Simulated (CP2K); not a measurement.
Consider butadiene at its PBE geometry (Å).

```xyz
10

C     1.7195    0.2104   -0.6598
C     0.6932   -0.1842    0.1156
C    -0.6932    0.1842   -0.1156
C    -1.7195   -0.2104    0.6598
H     1.5565    0.8481   -1.5307
H     2.7449   -0.0898   -0.4488
H     0.8887   -0.8235    0.9822
H    -0.8887    0.8235   -0.9822
H    -2.7449    0.0898    0.4488
H    -1.5565   -0.8481    1.5307
```

Method: CP2K XAS_TDP, all-electron GAPW, PBEh(45%), aug-cc-pVDZ, TDA, GW2X-corrected core level, no relativity.

Predict the bright core excitations at the C K edge.

Leading lines: C1 286.55 eV and C2 287.12 eV. The leading line of an atom is its first one with 35 % of the strongest within 2.5 eV of its lowest line over the strength cut. Core ionisation energies at this level: C1 291.89 and C2 292.27 eV.

The first six lines of each atom with a strength over 0.0015:

```
                             atom  energy (eV)  states  strength, one atom  above the computed threshold
C1 (bonded to C and 2 H), 2 alike       286.55       1              0.0480                              
                                        290.06       1              0.0060                              
                                        290.44       1              0.0157                              
                                        291.65       1              0.0075                              
                                        291.70       1              0.0049                              
                                        292.29       1              0.0054                           yes
C2 (bonded to 2 C and H), 2 alike       287.12       1              0.0441                              
                                        290.44       1              0.0111                              
                                        290.50       1              0.0126                              
                                        292.13       1              0.0019                              
                                        292.22       1              0.0019                              
                                        292.62       1              0.0073                           yes
```

Lines are vertical, at one geometry, with no vibrational structure. GW2X ionisation energies and lines can be off by 1 to 2 eV either way, and a good line position may hide errors that cancel. These values hold no scalar relativity, about 0.1 eV for C 1s. Rydberg lines, and the discretised continuum above threshold, depend on the basis and the box.

[Banner, clock and machine lines of the logs are left out without a mark of their own.]

[Logs are printed without paths, hosts, clocks, repeated set-up lines and the standing remarks that a program may print on its own settings, such as how far it seeks lower states.]

[Hosts, paths, dates, database ids (printed as entryN), source tags and the programs' standing remarks are cut or masked in the printed files.]
